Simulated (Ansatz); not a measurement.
# Br on Hf(0001): change of the work function, part 3 of 4

Wanted: Δφ(θ) for Br/Hf(0001), starting from the fcc site.

Ansatz 0.2.0; plane-wave DFT, PBE, Ansatz PAW.

So far, work function, upper face (eV): step 2 (the clean slab) 4.33; step 3 (37 atoms, coverage 0.111 ML, cell 3x3) 4.21.

### Step 4. Adsorbate added, k-mesh 6×6×1, coverage 0.25 ML

System of this step: Br/Hf(0001). The cell holds 17 atoms: 16 Hf and 1 Br. Cell: a = 6.400 Å, b = 6.400 Å, c = 27.963 Å, α = 90.0°, β = 90.0°, γ = 60.0°. Vacuum lies along c.

Another coverage, to see how the dipoles act on each other as their distance changes.

Input file input.yaml:

```yaml
crystal:
  lattice:
    - [6.4, 0.0, 0.0]
    - [3.2, 5.5425625842, 0.0]
    - [0.0, 0.0, 27.9625075615]
  atoms:
    - { symbol: Hf, position: [0.3333333333, 0.3333333333, 0.3218595464] }
    - { symbol: Hf, position: [0.0, 0.0, 0.4123807557] }
    - { symbol: Hf, position: [0.3333333333, 0.3333333333, 0.5067788728] }
    - { symbol: Hf, position: [0.0, 0.0, 0.5918716806] }
    - { symbol: Hf, position: [0.3333333333, 0.8333333333, 0.3218595464] }
    - { symbol: Hf, position: [0.0, 0.5, 0.4123807557] }
    - { symbol: Hf, position: [0.3333333333, 0.8333333333, 0.5067788728] }
    - { symbol: Hf, position: [0.0, 0.5, 0.5918716806] }
    - { symbol: Hf, position: [0.8333333333, 0.3333333333, 0.3218595464] }
    - { symbol: Hf, position: [0.5, 0.0, 0.4123807557] }
    - { symbol: Hf, position: [0.8333333333, 0.3333333333, 0.5067788728] }
    - { symbol: Hf, position: [0.5, 0.0, 0.5918716806] }
    - { symbol: Hf, position: [0.8333333333, 0.8333333333, 0.3218595464] }
    - { symbol: Hf, position: [0.5, 0.5, 0.4123807557] }
    - { symbol: Hf, position: [0.8333333333, 0.8333333333, 0.5067788728] }
    - { symbol: Hf, position: [0.5, 0.5, 0.5918716806] }
    - { symbol: Br, position: [0.1666666667, 0.1666666667, 0.6781404536] }
kpoints:
  mp_grid: { grid: [6, 6, 1] }
hamiltonian:
  xc: pbe
scf:
  occupations: { method: fermi_dirac, width: 0.1 }
  convergence: { dr2_threshold: 1.0e-08 }
efield:
  axis: 3
  dipole_correction: true
  ramp_position: 0.97
  ramp_width: 0.06
relax:
  f_tol: 0.02
  max_steps: 60
  constraints: [{ sites: [0, 1, 4, 5, 8, 9, 12, 13] }]
output:
  dos: { projected: true, e_range: [-8, 4] }
  write_potential: true
  write_density: true
  volumetric_format: npy
  elf: true
```

Run with:

```sh
> ansatz run input.yaml --threads 4 --pin off --max-ram 16384MiB --backend cpu --events-out ev --progress --plain --runs-dir out
```

Standard output:

```text
[...]
Crystal: 17 atoms, lattice volume = 991.897 Å³
Basis set: ecut = 420 eV, 19509 PW (Γ), exchange–correlation on 90×90×384 points (8 copies of the dense FFT grid, shifted against one another)
Bands: 254, of which v1, the nominal top of the filled ones, is band 212 counted from 1 (211 counted from 0)
Symmetry: 6 space group operations
[...]
k-points: 7 of 36 (time reversal used)
[...]
SCF iter   1: F=—  HF=-254320.227106 eV  |F-HF|=—  |Δ(HF+E_count)|=         —  Δρ=5.78e-3  dr2=6.55e0  ethr=1.77e-3  p=0.002 e·Å  D=4.30e-4 V/Å  ΔV_dip=-0.01 eV  dr2_dipole=3.20e-1  V_vac-E_F(+/−)=4.43/4.44 eV  ⟨swp⟩=6.6  Hψ=6428  notcnv=0  defer=15
[...]
SCF iter  11: F=-254320.070455 eV  HF=-254320.070455 eV  |F-HF|=3.70e-9  |Δ(HF+E_count)|=   2.21e-9  Δρ=5.18e-7  dr2=3.44e-9  ethr=2.36e-12  p=-0.000 e·Å  D=-9.10e-5 V/Å  ΔV_dip=0.00 eV  dr2_dipole=3.11e-13  V_vac-E_F(+/−)=4.38/4.37 eV  ⟨swp⟩=15.7  Hψ=17646  notcnv=0
SCF 1 converged in 11 iterations: F = -254320.070455 eV  dr2 = 3.44e-9
[...]
relax step   1: F+E_penalty+E_count = -254320.07045542 eV  Δ(F+E_penalty+E_count) = +0.000e0 eV  max|allowed force component| = 1.235e0 eV/Å  Δτ_max = 0.0000 Å  (11 SCF iters, accepted)
[...]
SCF iter  11: F=-254320.370781 eV  HF=-254320.370781 eV  |F-HF|=1.60e-9  |Δ(HF+E_count)|=   1.72e-8  Δρ=3.62e-7  dr2=2.22e-9  ethr=1.00e-12  p=0.032 e·Å  D=5.92e-3 V/Å  ΔV_dip=-0.17 eV  dr2_dipole=5.45e-11  V_vac-E_F(+/−)=4.21/4.38 eV  ⟨swp⟩=15.9  Hψ=15228  notcnv=0
SCF 2 converged in 11 iterations: F = -254320.370781 eV  dr2 = 2.22e-9
[...]
relax step   2: F+E_penalty+E_count = -254320.37078114 eV  Δ(F+E_penalty+E_count) = -3.003e-1 eV  max|allowed force component| = 6.227e-1 eV/Å  Δτ_max = 0.1949 Å  (11 SCF iters, accepted)
SCF iter   1: F=—  HF=-254320.481562 eV  |F-HF|=—  |Δ(HF+E_count)|=         —  Δρ=2.42e-3  dr2=3.30e-1  ethr=2.72e-3  p=0.032 e·Å  D=5.92e-3 V/Å  ΔV_dip=-0.17 eV  dr2_dipole=3.74e-2  V_vac-E_F(+/−)=4.21/4.38 eV  ⟨swp⟩=4.4  Hψ=3234  notcnv=0  defer=48
[...]
SCF iter  11: F=-254320.445899 eV  HF=-254320.445899 eV  |F-HF|=3.49e-9  |Δ(HF+E_count)|=   9.84e-9  Δρ=2.46e-7  dr2=1.75e-9  ethr=2.36e-12  p=0.070 e·Å  D=1.27e-2 V/Å  ΔV_dip=-0.36 eV  dr2_dipole=2.62e-10  V_vac-E_F(+/−)=4.02/4.38 eV  ⟨swp⟩=10.1  Hψ=13139  notcnv=0
SCF 3 converged in 11 iterations: F = -254320.445899 eV  dr2 = 1.75e-9
relax step   3: F+E_penalty+E_count = -254320.44589869 eV  Δ(F+E_penalty+E_count) = -7.512e-2 eV  max|allowed force component| = 2.241e-1 eV/Å  Δτ_max = 0.1942 Å  (11 SCF iters, accepted)
[...]
relax step   4: F+E_penalty+E_count = -254320.45006448 eV  Δ(F+E_penalty+E_count) = -4.166e-3 eV  max|allowed force component| = 6.240e-2 eV/Å  Δτ_max = 0.0490 Å  (9 SCF iters, accepted)
SCF iter   1: F=—  HF=-254320.450871 eV  |F-HF|=—  |Δ(HF+E_count)|=         —  Δρ=2.27e-4  dr2=4.51e-3  ethr=9.18e-6  p=0.062 e·Å  D=1.13e-2 V/Å  ΔV_dip=-0.32 eV  dr2_dipole=1.16e-3  V_vac-E_F(+/−)=4.06/4.38 eV  ⟨swp⟩=2.4  Hψ=3317  notcnv=0  defer=5
[...]
SCF iter   8: F=-254320.450620 eV  HF=-254320.450620 eV  |F-HF|=3.52e-9  |Δ(HF+E_count)|=   1.74e-8  Δρ=2.77e-7  dr2=1.09e-9  ethr=2.36e-12  p=0.063 e·Å  D=1.15e-2 V/Å  ΔV_dip=-0.32 eV  dr2_dipole=8.61e-11  V_vac-E_F(+/−)=4.06/4.38 eV  ⟨swp⟩=10.0  Hψ=13196  notcnv=0
SCF 5 converged in 8 iterations: F = -254320.450620 eV  dr2 = 1.09e-9
relax step   5: F+E_penalty+E_count = -254320.45062004 eV  Δ(F+E_penalty+E_count) = -5.556e-4 eV  max|allowed force component| = 1.486e-2 eV/Å  Δτ_max = 0.0130 Å  (8 SCF iters, accepted)
[...]
SCF converged after 8 iterations
Free energy (F): -254320.450620 eV
[...]
Internal energy: -254319.714993 eV  (E = F + TS)
E sigma→0 (E₀):  -254320.082806 eV
Entropy (-TS):   -0.735627 eV (-43.272 meV/atom)
Fermi energy:    4.859340 eV
Dipole field:    D = 0.011487 V/Å  (p = 0.062969 e·Å, saw-weighted, corrected)
Work function:   Φ+ = 4.0578 eV   Φ− = 4.3790 eV
[...]
--- Forces (eV/Å), atoms counted from 1 ---
  atom   1  Hf     0.01190412     0.00687285     0.66967278
  atom   2  Hf     0.04909126     0.02834285    -0.65654105
  atom   3  Hf    -0.00139569    -0.00080580     0.00052912
  atom   4  Hf     0.01287111     0.00743114     0.00073912
  atom   5  Hf     0.00000000    -0.01374570     0.66967278
  atom   6  Hf    -0.00000000    -0.05668570    -0.65654105
  atom   7  Hf     0.00000000     0.00161160     0.00052912
  atom   8  Hf     0.00000000    -0.01486228     0.00073912
  atom   9  Hf    -0.01190412     0.00687285     0.66967278
  atom  10  Hf    -0.04909126     0.02834285    -0.65654105
  atom  11  Hf     0.00139569    -0.00080580     0.00052912
  atom  12  Hf    -0.01287111     0.00743114     0.00073912
  atom  13  Hf     0.00000000     0.00000000     0.59823960
  atom  14  Hf    -0.00000000    -0.00000000    -0.64013207
  atom  15  Hf     0.00000000     0.00000000    -0.00154701
  atom  16  Hf    -0.00000000     0.00000000     0.00545774
  atom  17  Br     0.00000000    -0.00000000    -0.00521547
  max |Σ_I F_I| component: 2.71e-6 eV/Å
--- Band table (eV; the first three rows and the last of 7) ---
  k-point 0: bands = [... 208 lower, 4.9286, 5.1210, 5.2890, 5.2890, 5.3083, 5.5549, 5.8144, 5.9265, ... 38 higher]
  k-point 1: bands = [... 208 lower, 4.9420, 5.0493, 5.1650, 5.1701, 5.1865, 5.4456, 5.5715, 5.7365, ... 38 higher]
  k-point 2: bands = [... 208 lower, 4.7221, 4.7508, 4.8253, 4.8702, 4.9069, 5.1269, 5.2030, 5.2337, ... 38 higher]
  k-point 6: bands = [... 208 lower, 4.2258, 4.4407, 4.4568, 4.4618, 4.4848, 4.7504, 4.8255, 4.8509, ... 38 higher]
--- Relaxed structure (5 steps of the walk, 5 accepted, 0 SCFs on fresh bases) ---
  F+E_penalty+E_count = -254320.45062004 eV   max|allowed force component| = 1.486e-2 eV/Å
  atoms:
    - { symbol: Hf, position: [0.333333, 0.333333, 0.321860] }
    - { symbol: Hf, position: [2.666712e-17, 2.666712e-17, 0.4123807557] }
    - { symbol: Hf, position: [0.331700, 0.331700, 0.507464] }
    - { symbol: Hf, position: [-0.00908325, -0.00908325, 0.592500] }
    - { symbol: Hf, position: [0.333333, 0.833333, 0.321860] }
    - { symbol: Hf, position: [5.551115e-17, 0.5, 0.4123807557] }
    - { symbol: Hf, position: [0.331700, 0.836600, 0.507464] }
    - { symbol: Hf, position: [-0.00908325, 0.518167, 0.592500] }
    - { symbol: Hf, position: [0.833333, 0.333333, 0.321860] }
    - { symbol: Hf, position: [0.5, 2.666712e-17, 0.4123807557] }
    - { symbol: Hf, position: [0.836600, 0.331700, 0.507464] }
    - { symbol: Hf, position: [0.518167, -0.00908325, 0.592500] }
    - { symbol: Hf, position: [0.833333, 0.833333, 0.321860] }
    - { symbol: Hf, position: [0.5, 0.5, 0.4123807557] }
    - { symbol: Hf, position: [0.833333, 0.833333, 0.504407] }
    - { symbol: Hf, position: [0.5, 0.5, 0.591359] }
    - { symbol: Br, position: [0.166667, 0.166667, 0.665515] }
```

Wall time 7.4 min (4 threads of Arm Neoverse V1, shared host); peak memory 5.5 GiB; 29 min of CPU time.

Step by step:

```tsv
step	energy less that of the first step (eV)	largest force component (eV/Å)
1	0.0000	1.2355
2	-0.3003	0.6227
3	-0.3754	0.2241
4	-0.3796	0.0624
5	-0.3802	0.0149
```

The run keeps the 6 symmetry operations that the program found, so distortions that break them were not tested.

The atoms that moved most (Å):

```tsv
atom	dx	dy	dz	length
Br17	0.000	0.000	-0.353	0.353
Hf12	0.087	-0.050	0.018	0.102
Hf4	-0.087	-0.050	0.018	0.102
Hf8	0.000	0.101	0.018	0.102
Hf15	0.000	0.000	-0.066	0.066
Hf3	-0.016	-0.009	0.019	0.026
Hf11	0.016	-0.009	0.019	0.026
Hf7	0.000	0.018	0.019	0.026
```

Final coordinates:

```xyz
17
Lattice="6.4000 0.0000 0.0000 3.2000 5.5426 0.0000 0.0000 0.0000 27.9625" Properties=species:S:1:pos:R:3
Hf    3.2000    1.8475    9.0000
Hf    0.0000    0.0000   11.5312
Hf    3.1843    1.8385   14.1900
Hf   -0.0872   -0.0503   16.5678
Hf    4.8000    4.6188    9.0000
Hf    1.6000    2.7713   11.5312
Hf    4.8000    4.6369   14.1900
Hf    1.6000    2.8720   16.5678
Hf    6.4000    1.8475    9.0000
Hf    3.2000    0.0000   11.5312
Hf    6.4157    1.8385   14.1900
Hf    3.2872   -0.0503   16.5678
Hf    8.0000    4.6188    9.0000
Hf    4.8000    2.7713   11.5312
Hf    8.0000    4.6188   14.1045
Hf    4.8000    2.7713   16.5359
Br    1.6000    0.9238   18.6095
```

Read from the output:

```
energy at zero smearing        : -254320.0828 eV
work function, upper face      : 4.058 eV
work function, lower face      : 4.379 eV
dipole along the normal        : 0.06297 e·Å
step between the vacuum levels : -0.3212 eV
```

The density of states has structure finer than the step of the table below, so its rows give means over 0.25 eV. Peaks (eV: height): -4.930: 49.3, -1.110: 51.8, -0.990: 55.3, -0.840: 57.3, -0.780: 51.7, 0.600: 53.0, 1.140: 102.

Table of density of states by energy, zero at the Fermi level; means over each step:

```tsv
energy (eV)	density of states (states/eV a cell)
-7.25	0
-7.00	0.0247
-6.75	0.963
-6.50	1.09
-6.25	1.24
-6.00	2.48
-5.75	4.18
-5.50	3.77
-5.25	5.73
-5.00	10.4
-4.75	5.18
-4.50	3.38
-4.25	4.84
-4.00	2.89
-3.75	8.34
-3.50	5.95
-3.25	9.26
-3.00	12.1
-2.75	8.24
-2.50	16.6
-2.25	14.5
-2.00	13.8
-1.75	6.75
-1.50	15.3
-1.25	19.5
-1.00	27.1
-0.75	23.8
-0.50	13.2
-0.25	17.5
0.00	23.7
0.25	21.3
0.50	26.3
0.75	23.1
1.00	30.6
1.25	28.7
1.50	21.1
1.75	19.5
```

Projected DOS per atom over height of the atomic layer and energy from the Fermi level. Layers: Hf4 Hf4 Hf4 Hf4 Br from below.

Ten even steps from '0' (0.0 states/eV) to '9' (6.0 states/eV), each cell a mean:
```
12220
11220
32220
32120
31120
21110
22220
11110
01100
11110
11100
01100
00000
00000
00001
00009
00002
00001
00000
00000
00000
00000
```
Columns: height of the atomic layer (Å) from 9 to 18.6 (not evenly spaced); rows upwards: energy from the Fermi level (eV) from -7.96 to 1.95.

ELF in the ca plane at fractional y = 0.000, with atoms of Hf within 0.2 Å of it. It is the smooth field of the valence electrons, not physical close to the nuclei.

Values, 9 rows by 16 columns, each cell a mean:
```
0.40 0.56 0.62 0.34 0.45 0.46 0.56 0.70 0.12 0.05 0.01 0.00 0.00 0.00 0.00 0.00
0.26 0.26 0.24 0.26 0.21 0.24 0.27 0.27 0.32 0.14 0.01 0.00 0.00 0.00 0.00 0.00
0.25 0.29 0.26 0.27 0.25 0.23 0.30 0.25 0.39 0.17 0.02 0.00 0.00 0.00 0.00 0.00
0.36 0.47 0.52 0.31 0.34 0.39 0.48 0.62 0.13 0.05 0.01 0.00 0.00 0.00 0.00 0.00
0.46 0.68 0.73 0.38 0.65 0.56 0.62 0.75 0.16 0.24 0.09 0.01 0.00 0.00 0.00 0.00
0.31 0.34 0.37 0.28 0.23 0.31 0.30 0.32 0.48 0.73 0.37 0.04 0.00 0.00 0.00 0.00
0.25 0.34 0.27 0.29 0.29 0.20 0.37 0.20 0.70 0.85 0.52 0.07 0.00 0.00 0.00 0.00
0.28 0.27 0.28 0.28 0.20 0.26 0.26 0.23 0.56 0.78 0.42 0.05 0.00 0.00 0.00 0.00
0.44 0.64 0.70 0.37 0.58 0.54 0.58 0.71 0.20 0.36 0.15 0.01 0.00 0.00 0.00 0.00
```
Columns run along c (16.0 Å, from fractional 0.34 to 0.92 of the cell), rows up along a (6.4 Å). Atoms in or near the plane, at fractional coordinates: Hf at (0.41, 0.00), Hf at (0.59, 0.99), Hf at (0.41, 0.50), Hf at (0.59, 0.52).

Valence density in the ca plane at fractional y = 0.000, with atoms of Hf within 0.2 Å of it. It is the smooth field of the valence electrons, not physical close to the nuclei.

Ten steps, logarithmic in the rise over the least value, from '0' (0 e/Å³) to '9' (31 e/Å³), each cell a mean:
```
11147985211111112589851000000000000000000000
11125653100111111367631000000000000000000000
11111221001111111123210000000000000000000000
11001110001222111111100000000000000000000000
11001110001222111111100000000000000000000000
11112221101111111123210000000000000000000000
11125653100111111367631000000000000000000000
11147985211111112589851000000000000000000000
11158996211111112589851000000000000000000000
11136874110111111367631000000000000000000000
11113432100111111123211111100000000000000000
11011111001122110111101122100000000000000000
11001100001233110000001122110000000000000000
11011111001122111111101122100000000000000000
11113432100111111123211111100000000000000000
11136874110111111367631000000000000000000000
11158996211111112589851000000000000000000000
```
Columns run along c (16.0 Å, from fractional 0.34 to 0.92 of the cell), rows up along a (6.4 Å). Atoms in or near the plane, at fractional coordinates: Hf at (0.41, 0.00), Hf at (0.59, 0.99), Hf at (0.41, 0.50), Hf at (0.59, 0.52).

Electrostatic potential energy in the ca plane at fractional y = 0.000, with atoms of Hf within 0.2 Å of it. With pseudopotentials it is smooth inside the atoms' cores, unlike the true potential.

Ten even steps from '0' (-35 eV) to '9' (9 eV), each cell a mean:
```
99730001689999986100016899999999999999999999
88852114788888887410147999999999999999999999
88886667888767888755578999999999999999999999
78998888987655789888889999999999999999999999
78998888987655789888889999999999999999999999
88886567888767888754578999999999999999999999
88852014789888887410147899999999999999999999
99730001689999986100016899999999999999999999
98720101689999986100016899999999999999999999
99740003789988987410147899999999999999999999
88874346888877888754578888999999999999999999
78988778998655789888888877899999999999999999
78998889998644689998898876899999999999999999
78988778998755789888888877899999999999999999
88874346888877888754578888999999999999999999
99740003789988987410147899999999999999999999
98720101689999986100016899999999999999999999
```
Columns run along c (16.0 Å, from fractional 0.34 to 0.92 of the cell; values clipped at the 3rd and 97th percentile), rows up along a (6.4 Å). Atoms in or near the plane, at fractional coordinates: Hf at (0.41, 0.00), Hf at (0.59, 0.99), Hf at (0.41, 0.50), Hf at (0.59, 0.52).

The relaxation took 5 steps and lowered the energy by 0.38 eV; the largest force on the free atoms ends at 0.015 eV/Å.

By hand: a sheet of dipoles makes a step −p/(ε₀A) in the electron's potential. With e/ε₀ = 180.95 V·Å, p = 0.06297 e·Å and A = 35.47 Å², that is −180.95 × (0.06297) / 35.47 = -0.321 eV, and the two vacuum levels of the run differ by -0.321 eV.

The covered face has 4.06 eV, -0.27 eV against the clean one; the bare back face has moved by -0.00 eV, a measure of how thin the slab is.

### Step 5. The covered slab, k-mesh 6×6×1, coverage 0.5 ML

System of this step: Br/Hf(0001). The cell holds 18 atoms: 16 Hf and 2 Br. Cell: a = 6.400 Å, b = 6.400 Å, c = 27.963 Å, α = 90.0°, β = 90.0°, γ = 60.0°. Vacuum lies along c.

Another coverage, to see how the dipoles act on each other as their distance changes.

input.yaml: that of step 4 with these lines changed.

```diff
@@ -23,2 +23,3 @@
     - { symbol: Br, position: [0.1666666667, 0.1666666667, 0.6781404536] }
+    - { symbol: Br, position: [0.6666666667, 0.1666666667, 0.6781404536] }
 kpoints:
```

Standard output:

```text
[...]
Crystal: 18 atoms, lattice volume = 991.897 Å³
Basis set: ecut = 420 eV, 19509 PW (Γ), exchange–correlation on 90×90×384 points (8 copies of the dense FFT grid, shifted against one another)
Bands: 258, of which v1, the nominal top of the filled ones, is band 215 counted from 1 (214 counted from 0)
Symmetry: 4 space group operations
[...]
- { symbol: Hf, position: [0.833333, 0.8333333333, 0.321860] }
    - { symbol: Hf, position: [0.5, 0.500000, 0.4123807557] }
    - { symbol: Hf, position: [0.831304, 0.837392, 0.504777] }
    - { symbol: Hf, position: [0.490684, 0.518633, 0.592637] }
    - { symbol: Br, position: [0.160112, 0.179776, 0.664863] }
    - { symbol: Br, position: [0.660112, 0.179776, 0.664863] }
[key lines of the parts left out:]
SCF converged after 8 iterations
Free energy (F): -257106.202052 eV
Fermi energy:    5.160145 eV
Dipole field:    D = 0.015866 V/Å  (p = 0.086971 e·Å, saw-weighted, corrected)
Work function:   Φ+ = 3.9329 eV   Φ− = 4.3765 eV
```

Elapsed: 14 min, on 4 threads; peak memory 6.4 GiB; 55 min of CPU time.

(Part 3 of 4 ends here.)

[Long decimals in the printed logs are rounded to 6 places.]

[Logs are printed without paths, hosts, clocks, repeated set-up lines and the standing remarks that a program may print on its own settings, such as how far it seeks lower states.]

[Hosts, paths, dates, database ids (printed as entryN), source tags and the programs' standing remarks are cut or masked in the printed files.]

[Maps of the electrostatic potential energy from Ansatz leave out the sawtooth potential of an applied field or a dipole correction, so their vacuum need not be flat; planar profiles and work functions include it.]

[The density of states shown here was stored with 400 of the rows of the run's finer table, so its peaks can read low, often by over a quarter, or be missed, and its means over a window can be off by a tenth or more.]
